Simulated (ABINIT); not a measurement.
Planning a run of ABINIT 10.8.3 on CaC2 (Immm). The input:

```
acell 3*1.0 Angstrom
rprim 
  -1.894876555000 2.443261230000 2.680131180000
  1.894876555000 -2.443261230000 2.680131180000
  1.894876555000 2.443261230000 -2.680131180000
ntypat 2
znucl 20 6
natom 3
typat 1 2 2
xred 
  0.000000000000 0.000000000000 0.000000000000
  0.371239070000 0.500000000000 0.871239070000
  0.628760930000 0.500000000000 0.128760930000
pp_dirpath "pseudos"
pseudos "Ca.upf, C.upf"
ecut 37
ngkpt 4 4 4
nshiftk 1
shiftk 0 0 0
kptopt 1
chksymbreak 0
istwfk *1
occopt 1
irdwfk 1
optdriver 4
nband 29
gwcalctyp 0
ecutsigx 37
symsigma 1
nkptgw 2
kptgw 
  0.2500000000 -0.2500000000 0.2500000000
  0.0000000000 0.0000000000 0.0000000000
bdgw 
  8 11
  8 11
ecuteps 3.2
irdscr 1
ppmodel 1
indata_prefix "in"
outdata_prefix "out"
tmpdata_prefix "tmp"
```

```sh
OMP_NUM_THREADS=1 mpirun -n 4 abinit run.abi > log
```

Question: How long will it take on 4 MPI ranks of AMD EPYC 7571, shared host, and how much memory?

It took 35 s; on shared hardware allow 18 s to 71 s. Peak host memory was 4.0 GiB.

[Paths, hosts, dates, memory and timing lines, banners, echoed tables and standing remarks are left out of the program output.]

[Logs are printed without paths, hosts, clocks, repeated set-up lines and the standing remarks that a program may print on its own settings, such as how far it seeks lower states.]

[Runs of the session that timed out or met a known fault of the program may be left out.]

[Hosts, paths, dates, database ids (printed as entryN), source tags and the programs' standing remarks are cut or masked in the printed files.]

[G0W0 gaps are taken among the corrected bands and points alone; a level outside them can change the order at an edge.]

[Where Ansatz stands beside ABINIT at settings called matched, ABINIT's density can come from a denser mesh and the files from another edition; pairs whose starting gaps differed by over 0.03 eV were left out, so agreement reads better than it is.]
